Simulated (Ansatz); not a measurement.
In doubt: masses and optical values from hybrid runs of this build are listed as unsure, which bears on the screening that GW takes from such a start.

Rows from a G0W0 calculation on BaZnPF (P4/nmm) (Ansatz 0.2.0; G0W0 on HSE06, plane waves, PAW; PAW set soft_1; 4×4×2 mesh, 370 empty bands, screening to 100 eV, PAW set soft_1 files), in eV. Spin-orbit coupling is left out.

```csv
row,k,band,start,Σx,Σc at the solution,Vxc
A,Γ,c2,10.306,-7.914,-3.498,-11.548
B,Γ,v1,8.029,-17.512,1.366,-15.915
C,Γ,c1,9.270,-8.486,-3.458,-12.198
```

Question: Work out each quasiparticle level and how far it moved.

The quasiparticle equation reads E = start + Σx + Σc(E) − Vxc.

```csv
row,E (eV),shift (eV)
A,10.442,+0.136
B,7.798,−0.231
C,9.524,+0.254
```

Limits: not at the basis limit; d shell near the gap, gap tends to lie low; no spin-orbit coupling; coarse k mesh.

[Paths, hosts, dates, memory and timing lines, banners, echoed tables and standing remarks are left out of the program output.]

[Logs are printed without paths, hosts, clocks, repeated set-up lines and the standing remarks that a program may print on its own settings, such as how far it seeks lower states.]

[Runs of the session that timed out or met a known fault of the program may be left out.]

[Cells called generated may have been cut or substituted from an entry of the Crystallography Open Database or the Materials Project.]

[Hosts, paths, dates, database ids (printed as entryN), source tags and the programs' standing remarks are cut or masked in the printed files.]
